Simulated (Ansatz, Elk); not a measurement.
# How far do independent atoms describe Ti2Mn?

The structure of Ti2Mn used here is made up (a known structure type with other elements) and was relaxed beforehand with PBEsol. The aim is the Fourier transform of its all-electron density, F(hkl), set beside the sum over free spherical atoms that refinements use.

Method: DFT, PBE, all-electron APW+lo, Dirac cores, scalar-relativistic bands, static density, no spin, in Elk 11.2.3 (patched build).

The structure was built from a prototype and need not be the compound's stable phase.

## Step 1: Set-up

The structure is tetragonal, space group I4/mcm (No. 140). The conventional cell has a = 5.779 Å, b = 5.779 Å, c = 5.271 Å, α = 90.00°, β = 90.00°, γ = 90.00°. Nearest to Mn lie 8 Ti at 2.51 Å and 2 Mn at 2.64 Å. Nearest to Ti lie 4 Mn at 2.51 Å. Farther neighbours are not listed.

## Step 2: Ground state and structure factors

An all-electron density is needed, since X-rays see the cores too. Task 0 finds the density and task 195 Fourier-transforms it; tshift is off so that phases refer to the origin typed.

The input, elk.in:

```
tasks
  0
  195

xctype
  20

spinpol
  .false.

rgkmax
  7.0

gmaxvr
  14.0

lmaxo
  7

lmaxapw
  8

swidth
  0.002

tshift
  .false.

ramdisk
  .false.

hmaxvr
  5.5

maxscl
  120

epspot
  1e-06

sppath
  './'

avec
  -5.45999788527 5.45999788527 4.98042868750
  5.45999788527 -5.45999788527 4.98042868750
  5.45999788527 5.45999788527 -4.98042868750

atoms
  2
  'Mn.in'
  2
  0.7500000000 0.7500000000 -0.0000000000   0.000000 0.000000 0.000000
  0.2500000000 0.2500000000 -0.0000000000   0.000000 0.000000 0.000000
  'Ti.in'
  4
  0.8247424148 0.6752575852 0.5000000000   0.000000 0.000000 0.000000
  0.3247424148 0.8247424148 0.1494848296   0.000000 0.000000 0.000000
  0.1752575852 0.3247424148 0.5000000000   0.000000 0.000000 0.000000
  0.6752575852 0.1752575852 0.8505151704   0.000000 0.000000 0.000000

ngridk
  6 6 6
```

Command:

```console
$ OMP_NUM_THREADS=4 elk
```

Numbers of over 12 decimals in the logs are rounded to 6 here.

Log:

```text
┌─────────────────────────┐
│ Elk code version 11.2.3 │
└─────────────────────────┘

All units are atomic (Hartree, Bohr, etc.)

┌─────────────────────────────────────────────────┐
│ Ground-state run starting from atomic densities │
└─────────────────────────────────────────────────┘

Lattice vectors :
  -5.459997885       5.459997885       4.980428687
   5.459997885      -5.459997885       4.980428687
   5.459997885       5.459997885      -4.980428687

Reciprocal lattice vectors :
 -0.1914406297E-17  0.5753834927      0.6307875990
  0.5753834927     -0.1914406297E-17  0.6307875990
  0.5753834927      0.5753834927     -0.8274575790E-17

Unit cell volume      :    593.8977314
Brillouin zone volume :   0.4176648610

Muffin-tin inner radius fraction :   0.1000000000E-01

Nuclei treated as point charges

Species : 1 (Mn)
 parameters loaded from : Mn.in
 name : manganese
 nuclear charge    :   -25.00000000
 electronic charge :    25.00000000
 atomic mass :    100145.9370
 muffin-tin radius :    2.343505747
 number of radial points in muffin-tin :    993
 inner part over the whole radius :   0.9867764516E-02
 number on inner part of muffin-tin    :    699
 approximate nuclear radius :   0.7074591925E-04
 number of mesh points to nuclear radius :    330
 atomic positions (lattice), magnetic fields (Cartesian) :
  1 :  -0.25000000 -0.25000000  0.00000000    0.00000000  0.00000000  0.00000000
  2 :   0.25000000  0.25000000  0.00000000    0.00000000  0.00000000  0.00000000

Species : 2 (Ti)
 parameters loaded from : Ti.in
 name : titanium
 nuclear charge    :   -22.00000000
 electronic charge :    22.00000000
 atomic mass :    87256.20317
 muffin-tin radius :    2.343505747
 number of radial points in muffin-tin :    993
 inner part over the whole radius :   0.9900362703E-02
 number on inner part of muffin-tin    :    698
 approximate nuclear radius :   0.6805665174E-04
 number of mesh points to nuclear radius :    325
 atomic positions (lattice), magnetic fields (Cartesian) :
  1 :  -0.17525759 -0.32474241  0.50000000    0.00000000  0.00000000  0.00000000
  2 :   0.32474241 -0.17525759  0.14948483    0.00000000  0.00000000  0.00000000
  3 :   0.17525759  0.32474241  0.50000000    0.00000000  0.00000000  0.00000000
  4 :  -0.32474241  0.17525759 -0.14948483    0.00000000  0.00000000  0.00000000

Total number of atoms per unit cell :    6
Total muffin-tin volume :    323.4729195
 ratio of muffin-tin to unit cell volume :   0.5446609784

Spin treatment :
 spin-unpolarised

Number of Bravais lattice symmetries :   16
Number of crystal symmetries         :   16
Crystal has inversion symmetry
Real symmetric eigensolver will be used

k-point grid :      6     6     6
k-point offset :    0.000000000       0.000000000       0.000000000
k-point set is reduced with full crystal symmetry group
Total number of k-points :       30

Muffin-tin radius times maximum |G+k| :    7.000000000
 using average radius
Maximum |G+k| for APW functions       :    2.986977954
Maximum (1/2)|G+k|²                   :    4.461018648
Maximum |G| for potential and density :    14.00000000
Constant for pseudocharge density :    8
 order of it for each species :   15  15
 order of it for pair densities of each species (exact exchange by exxq0 0: 16) :   10  10
Radial integration step length :    1

G-vector grid sizes :     42    42    42
Number of G-vectors :    27595

Maximum angular momentum used for
 APW functions            :    8
 outer part of muffin-tin :    7
 inner part of muffin-tin :    2

Total nuclear charge    :   -138.0000000
Total core charge       :    60.00000000
Total valence charge    :    78.00000000
Total excess charge     :    0.000000000
Total electronic charge :    138.0000000

Effective Wigner radius, rₛ :    1.009054577

Number of empty states         :     24
Total number of valence states :     64
Total number of core states    :     60

Third-order local-orbitals added for an l without core states : T
Total number of local-orbitals :    118

[...]
electron-nuclear            :     -11855.558193731
 Hartree                     :      1567.4205600328
 Madelung                    :     -6877.1298150179
 xc potential                :     -385.20821399109
 exchange                    :     -267.95390670754
 correlation                 :     -6.170207
 electron entropic           :    -0.25702326398053E-02
 total energy                :     -5731.4720604535

Density of states at Fermi energy :    198.4945793
 (states/Hartree/unit cell)

Estimated indirect band gap :   0.7510633253E-03
 from k-point 16 to k-point 20
Estimated direct band gap   :   0.2018541881E-02
 at k-point 13

Charges :
 core                        :    60.00000000
 valence                     :    78.00000000
 interstitial                :    7.968953318
 muffin-tins (core leakage)
  species : 1 (Mn)
[...]
species : 2 (Ti)
[...]
total in muffin-tins        :    130.0310467
 total calculated charge     :    138.0000367
 total charge                :    138.0000000
 error                       :   0.3666923922E-04

RMS change in Kohn-Sham potential (target) :   0.6545740170     (  0.1000000000E-05)
Absolute change in total energy (target)   :   0.9237169843E-02 (  0.1000000000E-03)

[... loops 3 to 16 left out ...]

┌──────────────────┐
│ Loop number : 17 │
└──────────────────┘

Energies :
 Fermi                       :     0.318375
 sum of occupied eigenvalues :     -3334.7637175431
 electron kinetic            :      5794.5365495562
 core electron kinetic       :      5281.0428800262
 Coulomb                     :     -11253.643252310
 Coulomb potential           :     -8774.7775585187
 nuclear-nuclear             :     -967.33123549167
 electron-nuclear            :     -11833.976623812
 Hartree                     :      1547.6646069943
 Madelung                    :     -6866.2544730505
 xc potential                :     -354.52270858055
 exchange                    :     -267.30442716344
 correlation                 :     -6.160098
 electron entropic           :    -0.32503326804599E-02
 total energy                :     -5732.5744779266

Density of states at Fermi energy :    256.9029487
 (states/Hartree/unit cell)

Estimated indirect band gap :   0.5900078985E-03
 from k-point 4 to k-point 19
Estimated direct band gap   :   0.9230635522E-03
 at k-point 19

Charges :
 core                        :    60.00000000
 valence                     :    78.00000000
 interstitial                :    8.336407105
 muffin-tins (core leakage)
  species : 1 (Mn)
[...]
species : 2 (Ti)
[...]
total in muffin-tins        :    129.6635929
 total calculated charge     :    138.0000065
 total charge                :    138.0000000
 error                       :   0.6545960588E-05

RMS change in Kohn-Sham potential (target) :   0.4692630209E-06 (  0.1000000000E-05)
Absolute change in total energy (target)   :   0.4316740706E-04 (  0.1000000000E-03)

Convergence targets achieved

┌──────────────────┐
│ Loop number : 18 │
└──────────────────┘

Energies :
 Fermi                       :     0.318375
 sum of occupied eigenvalues :     -3334.7637148788
 electron kinetic            :      5794.5365490261
 core electron kinetic       :      5281.0428784370
 Coulomb                     :     -11253.643254456
 Coulomb potential           :     -8774.7775543405
 nuclear-nuclear             :     -967.33123549167
 electron-nuclear            :     -11833.976632569
 Hartree                     :      1547.6646136043
 Madelung                    :     -6866.2544772859
 xc potential                :     -354.52270956432
 exchange                    :     -267.30442748341
 correlation                 :     -6.160098
 electron entropic           :    -0.32503325410169E-02
 total energy                :     -5732.5744809152

Density of states at Fermi energy :    256.9029254
 (states/Hartree/unit cell)

Estimated indirect band gap :   0.5900085271E-03
 from k-point 4 to k-point 19
Estimated direct band gap   :   0.9230622629E-03
 at k-point 19

Charges :
 core                        :    60.00000000
 valence                     :    78.00000000
 interstitial                :    8.336406883
 muffin-tins (core leakage)
  species : 1 (Mn)
[...]
species : 2 (Ti)
[...]
atom 2                    :    20.33226417     ( -0.2185344066E-06)
   atom 3                    :    20.33226417     ( -0.2185344066E-06)
   atom 4                    :    20.33226417     ( -0.2185344066E-06)
 total in muffin-tins        :    129.6635931
 total calculated charge     :    138.0000065
 total charge                :    138.0000000
 error                       :   0.6546601270E-05

┌──────────────────────────────┐
│ Self-consistent loop stopped │
└──────────────────────────────┘

Wrote STATE.OUT
```

Wall time 38 s (4 threads of Arm Neoverse V2, shared host); peak memory 0.22 GiB.

SFACRHO.OUT:

```text

h k l indices transformed by vhmat matrix:
   1.000000000       0.000000000       0.000000000    
   0.000000000       1.000000000       0.000000000    
   0.000000000       0.000000000       1.000000000    

      h      k      l  multipl.   |H|            Re(F)            Im(F)           |F|

      0      0      0      1   0.0000000       138.00000     -0.74258212E-17   138.00000    
      1     -1      0      4  0.81371514       28.921765     -0.27928593E-14   28.921765    
      0     -1      1      8  0.85379105      0.72117384E-14 -0.12362980E-13  0.14312667E-13
     -1      1     -1      4   1.1507670      0.25671327     -0.61814900E-14  0.25671327    
      1      1     -1      2   1.2615752       26.333209      0.15202184E-13   26.333209    
      0     -1     -1      8   1.4329075       44.423926      0.20604967E-14   44.423926    
     -1      0     -1      8   1.4329075      -44.423926      0.30907450E-14   44.423926    
      1      1     -2      8   1.5012343      -48.343968     -0.45330927E-13   48.343968    
      0      0     -2      4   1.6274303       54.851127      0.39149437E-13   54.851127    
     -2      0      2      8   1.7075821      -67.564423      0.22665463E-13   67.564423    
      1     -1      2      4   1.8195224       57.463068     -0.14423477E-13   57.463068    
     -2      2     -1      4   1.8195224       57.463068     -0.41209933E-14   57.463068    
     -1      2     -2      8   1.8377945      0.61814900E-14 -0.37604064E-13  0.38108745E-13
     -2     -1      1      8   1.9779037      0.61814900E-14  0.20604967E-14  0.65158626E-14
      3     -1     -1      8   2.0591506      -12.757707      0.13789179E-13   12.757707    
      3     -2     -1      8   2.1683526      -6.5345042      -0.0000000       6.5345042    
     -1      0      3      8   2.1683526       6.5345042      0.36058692E-13   6.5345042    
      2      0     -3      8   2.2140988      -7.3930263      0.22665463E-13   7.3930263
```

Elk indexes on the primitive cell of elk.in and gives |H| = 4π sin θ/λ in inverse bohr. Below, one row stands for each form hkl of the conventional cell (m members, Friedel mates merged), F is for one primitive cell and the density is static (no thermal factor). Free-atom factors are Waasmaier and Kirfel's, and R is Σm||F|−|F'||/Σm|F|.

| hkl | m | sin θ/λ (Å⁻¹) | abs F, DFT | neutral atoms | diff. |
| --- | --- | --- | --- | --- | --- |
| 110 | 4 | 0.122 | 28.922 | 28.322 | +0.600 |
| 101 | 8 | 0.128 | 0.000 | 0.000 | +0.000 |
| 200 | 4 | 0.173 | 0.257 | 0.008 | +0.249 |
| 002 | 2 | 0.190 | 26.333 | 26.715 | -0.382 |
| 211 | 16 | 0.215 | 44.424 | 44.848 | -0.424 |
| 112 | 8 | 0.226 | 48.344 | 48.827 | -0.483 |
| 220 | 4 | 0.245 | 54.851 | 55.599 | -0.748 |
| 202 | 8 | 0.257 | 67.564 | 68.251 | -0.686 |
| 310 | 8 | 0.274 | 57.463 | 58.077 | -0.614 |
| 301 | 8 | 0.276 | 0.000 | 0.000 | +0.000 |
| 103 | 8 | 0.297 | 0.000 | 0.000 | +0.000 |
| 222 | 8 | 0.310 | 12.758 | 12.972 | -0.214 |
| 321 | 16 | 0.326 | 6.535 | 6.522 | +0.012 |
| 312 | 16 | 0.333 | 7.393 | 7.576 | -0.183 |
| 213 | 16 | 0.344 | 34.843 | 34.810 | +0.033 |
| 400 | 4 | 0.346 | 14.005 | 14.324 | -0.319 |
| 330 | 4 | 0.367 | 17.451 | 17.269 | +0.181 |
| 411 | 16 | 0.369 | 39.118 | 39.138 | -0.020 |
| 004 | 2 | 0.379 | 72.136 | 72.259 | -0.123 |
| 303 | 8 | 0.385 | 0.000 | 0.000 | +0.000 |
| 420 | 8 | 0.387 | 34.709 | 34.680 | +0.029 |
| 402 | 8 | 0.395 | 39.579 | 39.611 | -0.032 |

## Step 3: The highest occupied states alone

An energy window below the Fermi level keeps the highest occupied states, to see at which angles they scatter; shallow core shells can lie inside it and anion s states outside. No new self-consistency is needed.

elk.in, as its differences from that of step 2:

```diff
@@ -1,3 +1,2 @@
 tasks
-  0
   195
@@ -40,2 +39,5 @@
 
+wsfac
+  -0.049120 0.618370
+
 sppath
```

Command:

```console
$ OMP_NUM_THREADS=4 elk
```

Log:

```text
┌─────────────────────────────────┐
│ Elk code version 11.2.3 started │
└─────────────────────────────────┘

Info(readinput): the functional depends on the density's gradient
 muffin-tin radial points multiplied by    2.00000
 (not where nrmtscf is given)

┌────────────────────┐
│ Current task : 195 │
└────────────────────┘
Info(checkmt): changed muffin-tin radius of species 1 (Mn) from   2.4000 to   2.3435
Info(checkmt): changed muffin-tin radius of species 2 (Ti) from   2.4000 to   2.3435

Info(sfacrho): density structure factors written to SFACRHO.OUT

 Energy window :  -0.4912000000E-01  0.6183700000

┌──────────────────┐
│ Elk code stopped │
└──────────────────┘
```

Run time: 8.4 s. Hardware: 4 threads; peak memory 0.16 GiB; 11 s of CPU time.

States within 10 eV below the Fermi level hold 30.00 electrons; any levels below the window count with the cores. Their amplitudes can exceed the total, where window and core parts have opposite phase:

| hkl | sin θ/λ (Å⁻¹) | abs F, window | abs F, all |
| --- | --- | --- | --- |
| 110 | 0.122 | 8.382 | 28.922 |
| 101 | 0.128 | 0.000 | 0.000 |
| 200 | 0.173 | 4.731 | 0.257 |
| 002 | 0.190 | 3.001 | 26.333 |
| 211 | 0.215 | 1.944 | 44.424 |
| 112 | 0.226 | 5.682 | 48.344 |
| 220 | 0.245 | 5.240 | 54.851 |
| 202 | 0.257 | 5.552 | 67.564 |
| 310 | 0.274 | 4.780 | 57.463 |
| 301 | 0.276 | 0.000 | 0.000 |

## Step 4: Another functional

The difference from free atoms is small, so it is set against the change that LDA (Perdew-Wang) makes.

elk.in, as its differences from that of step 3:

```diff
@@ -1,2 +1,3 @@
 tasks
+  0
   195
@@ -4,3 +5,3 @@
 xctype
-  20
+  3
 
@@ -39,5 +40,2 @@
 
-wsfac
-  -0.049120 0.618370
-
 sppath
```

Command:

```console
$ OMP_NUM_THREADS=4 elk
```

Log:

```text
┌─────────────────────────┐
│ Elk code version 11.2.3 │
└─────────────────────────┘

All units are atomic (Hartree, Bohr, etc.)

┌─────────────────────────────────────────────────┐
│ Ground-state run starting from atomic densities │
└─────────────────────────────────────────────────┘

Lattice vectors :
  -5.459997885       5.459997885       4.980428687
   5.459997885      -5.459997885       4.980428687
   5.459997885       5.459997885      -4.980428687

Reciprocal lattice vectors :
 -0.1914406297E-17  0.5753834927      0.6307875990
[...]
valence                     :    78.00000000
 interstitial                :    8.238874279
 muffin-tins (core leakage)
  species : 1 (Mn)
[...]
species : 2 (Ti)
[...]
atom 3                    :    20.34962834     ( -0.3514387904E-05)
   atom 4                    :    20.34962834     ( -0.3514387904E-05)
 total in muffin-tins        :    129.7611257
 total calculated charge     :    138.0000073
 total charge                :    138.0000000
 error                       :   0.7268941545E-05

┌──────────────────────────────┐
│ Self-consistent loop stopped │
└──────────────────────────────┘

Wrote STATE.OUT
[key lines of the parts left out:]
total energy                :     -5721.1186019037
```

Run time: 24 s. Hardware: 4 threads; peak memory 0.16 GiB; 76 s of CPU time.

Against the first run R = 0.05 %; the largest change is -0.065 at 004.

## Step 5: Basis size

The basis and the expansions that go with it are enlarged, to see whether the differences are converged.

elk.in, as its differences from that of step 4:

```diff
@@ -5,3 +5,3 @@
 xctype
-  3
+  20
 
@@ -11,12 +11,12 @@
 rgkmax
-  7.0
+  8.5
 
 gmaxvr
-  14.0
+  18.0
 
 lmaxo
-  7
+  9
 
 lmaxapw
-  8
+  10
```

Command:

```console
$ OMP_NUM_THREADS=4 elk
```

Log:

```text
┌─────────────────────────┐
│ Elk code version 11.2.3 │
└─────────────────────────┘

All units are atomic (Hartree, Bohr, etc.)

┌─────────────────────────────────────────────────┐
│ Ground-state run starting from atomic densities │
└─────────────────────────────────────────────────┘

Lattice vectors :
  -5.459997885       5.459997885       4.980428687
   5.459997885      -5.459997885       4.980428687
   5.459997885       5.459997885      -4.980428687

Reciprocal lattice vectors :
 -0.1914406297E-17  0.5753834927      0.6307875990
[...]
valence                     :    78.00000000
 interstitial                :    8.289143486
 muffin-tins (core leakage)
  species : 1 (Mn)
[...]
species : 2 (Ti)
[...]
atom 3                    :    20.33951934     ( -0.2185347618E-06)
   atom 4                    :    20.33951934     ( -0.2185347618E-06)
 total in muffin-tins        :    129.7108565
 total calculated charge     :    138.0000152
 total charge                :    138.0000000
 error                       :   0.1523944911E-04

┌──────────────────────────────┐
│ Self-consistent loop stopped │
└──────────────────────────────┘

Wrote STATE.OUT
[key lines of the parts left out:]
total energy                :     -5732.5978652936
```

It took 91 s on 4 threads; peak memory 0.4 GiB.

Against the first run R = 0.02 %; the largest change is -0.015 at 332.

## Step 6: Settings against the effect

```csv
run,R against the first run (%),"R against neutral atoms, low angle (%)",wall time
"PBE, rgkmax 7",0.00,1.13,38 s
LDA (Perdew-Wang),0.05,1.14,24 s
rgkmax 8.5 with larger expansions,0.02,1.12,91 s
```

## Step 7: Summary of results

```yaml
r_against_neutral_atoms_sin_theta_lambda_0p3_a_minus1: 1.13 %
r_against_neutral_atoms_0p3_to_0p83_a_minus1: 0.33 %
```

In words: Independent neutral atoms miss the calculated amplitudes by R = 1.13 % below 0.3 Å⁻¹ and 0.33 % from there to 0.83 Å⁻¹; by shells, 2.07 % below 0.15 Å⁻¹ (1 form), 1.09 % 0.15 to 0.3 (7 forms), 0.42 % 0.3 to 0.45 (17 forms), 0.32 % above 0.45 (103 forms). Bonding, aspherical density and the tables' own atoms all enter these figures, and the runs don't part them. The largest change of an amplitude is -0.75 electrons, at 220. Weak lines can change much in proportion: 200 goes from 0.01 to 0.26. The window's part falls from 30.0 electrons at the origin to at most 1.93 between 0.45 and 0.83 Å⁻¹, where compact states inside the window still scatter. Below 0.3 Å⁻¹ the changes that finished (LDA (Perdew-Wang) and rgkmax 8.5 with larger expansions) move F by R = 0.03 % at most, against the 1.13 % that separates it from free atoms. The k-mesh has no finished test. These runs have no spin, though d or f shells may be open. Part of the difference isn't bonding: the tables are fits to free atoms and ions calculated by other methods than this functional. Thermal motion, anomalous dispersion and extinction are left out.

[Logs are printed without paths, hosts, clocks, repeated set-up lines and the standing remarks that a program may print on its own settings, such as how far it seeks lower states.]

[Hosts, paths, dates, database ids (printed as entryN), source tags and the programs' standing remarks are cut or masked in the printed files.]
